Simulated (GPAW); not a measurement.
# Polarising Ta2N(OH)2 MXene monolayer with a field along the normal

The dipole of the cell at several fields, atoms fixed. What does the strongest field give, and what length does the slope stand for?

Set-up. GPAW 26.7.0, plane waves (500 eV), PAW setups, PBE, 12×12 mesh, a dipole layer in the vacuum; geometry relaxed without an applied field with GPAW. The cell's area is 8.94 Å², and e/ε0 = 180.95 V Å.

The runs, one held back:

| field (V/Å) | dipole (e Å) |
| --- | --- |
| −0.2 | −0.1132 |
| −0.1 | −0.0565 |
| −0.05 | −0.0283 |
| 0.05 | 0.0283 |
| 0.1 | 0.0565 |
| 0.2 | 0.1132 |
| 0.3 | ? |

To predict: What is the dipole at 0.3 V/Å?

Worked answer. A line through the 6 points has the slope α = 0.566 e Å per V/Å and the intercept p₀ = 0.0000 e Å (r.m.s. residual 5.2e−05). At 0.3 V/Å it gives p = 0.0000 + 0.566 × 0.3 = 0.1697 e Å; the run gives 0.1703 e Å, so the response stays linear to 0.3 % of the induced part. Dividing by ε0 and the area: α/(ε0 A) = 0.566 × 180.95 / 8.94 = 11.45 Å, against 6.72 Å between the outer nuclei.

**Limits.** This is the electronic response alone; ions that move would add to it in polar layers. No run was spin-polarised, so magnetic states weren't tested. Spin-orbit coupling is left out, which matters for the heavier atoms here.
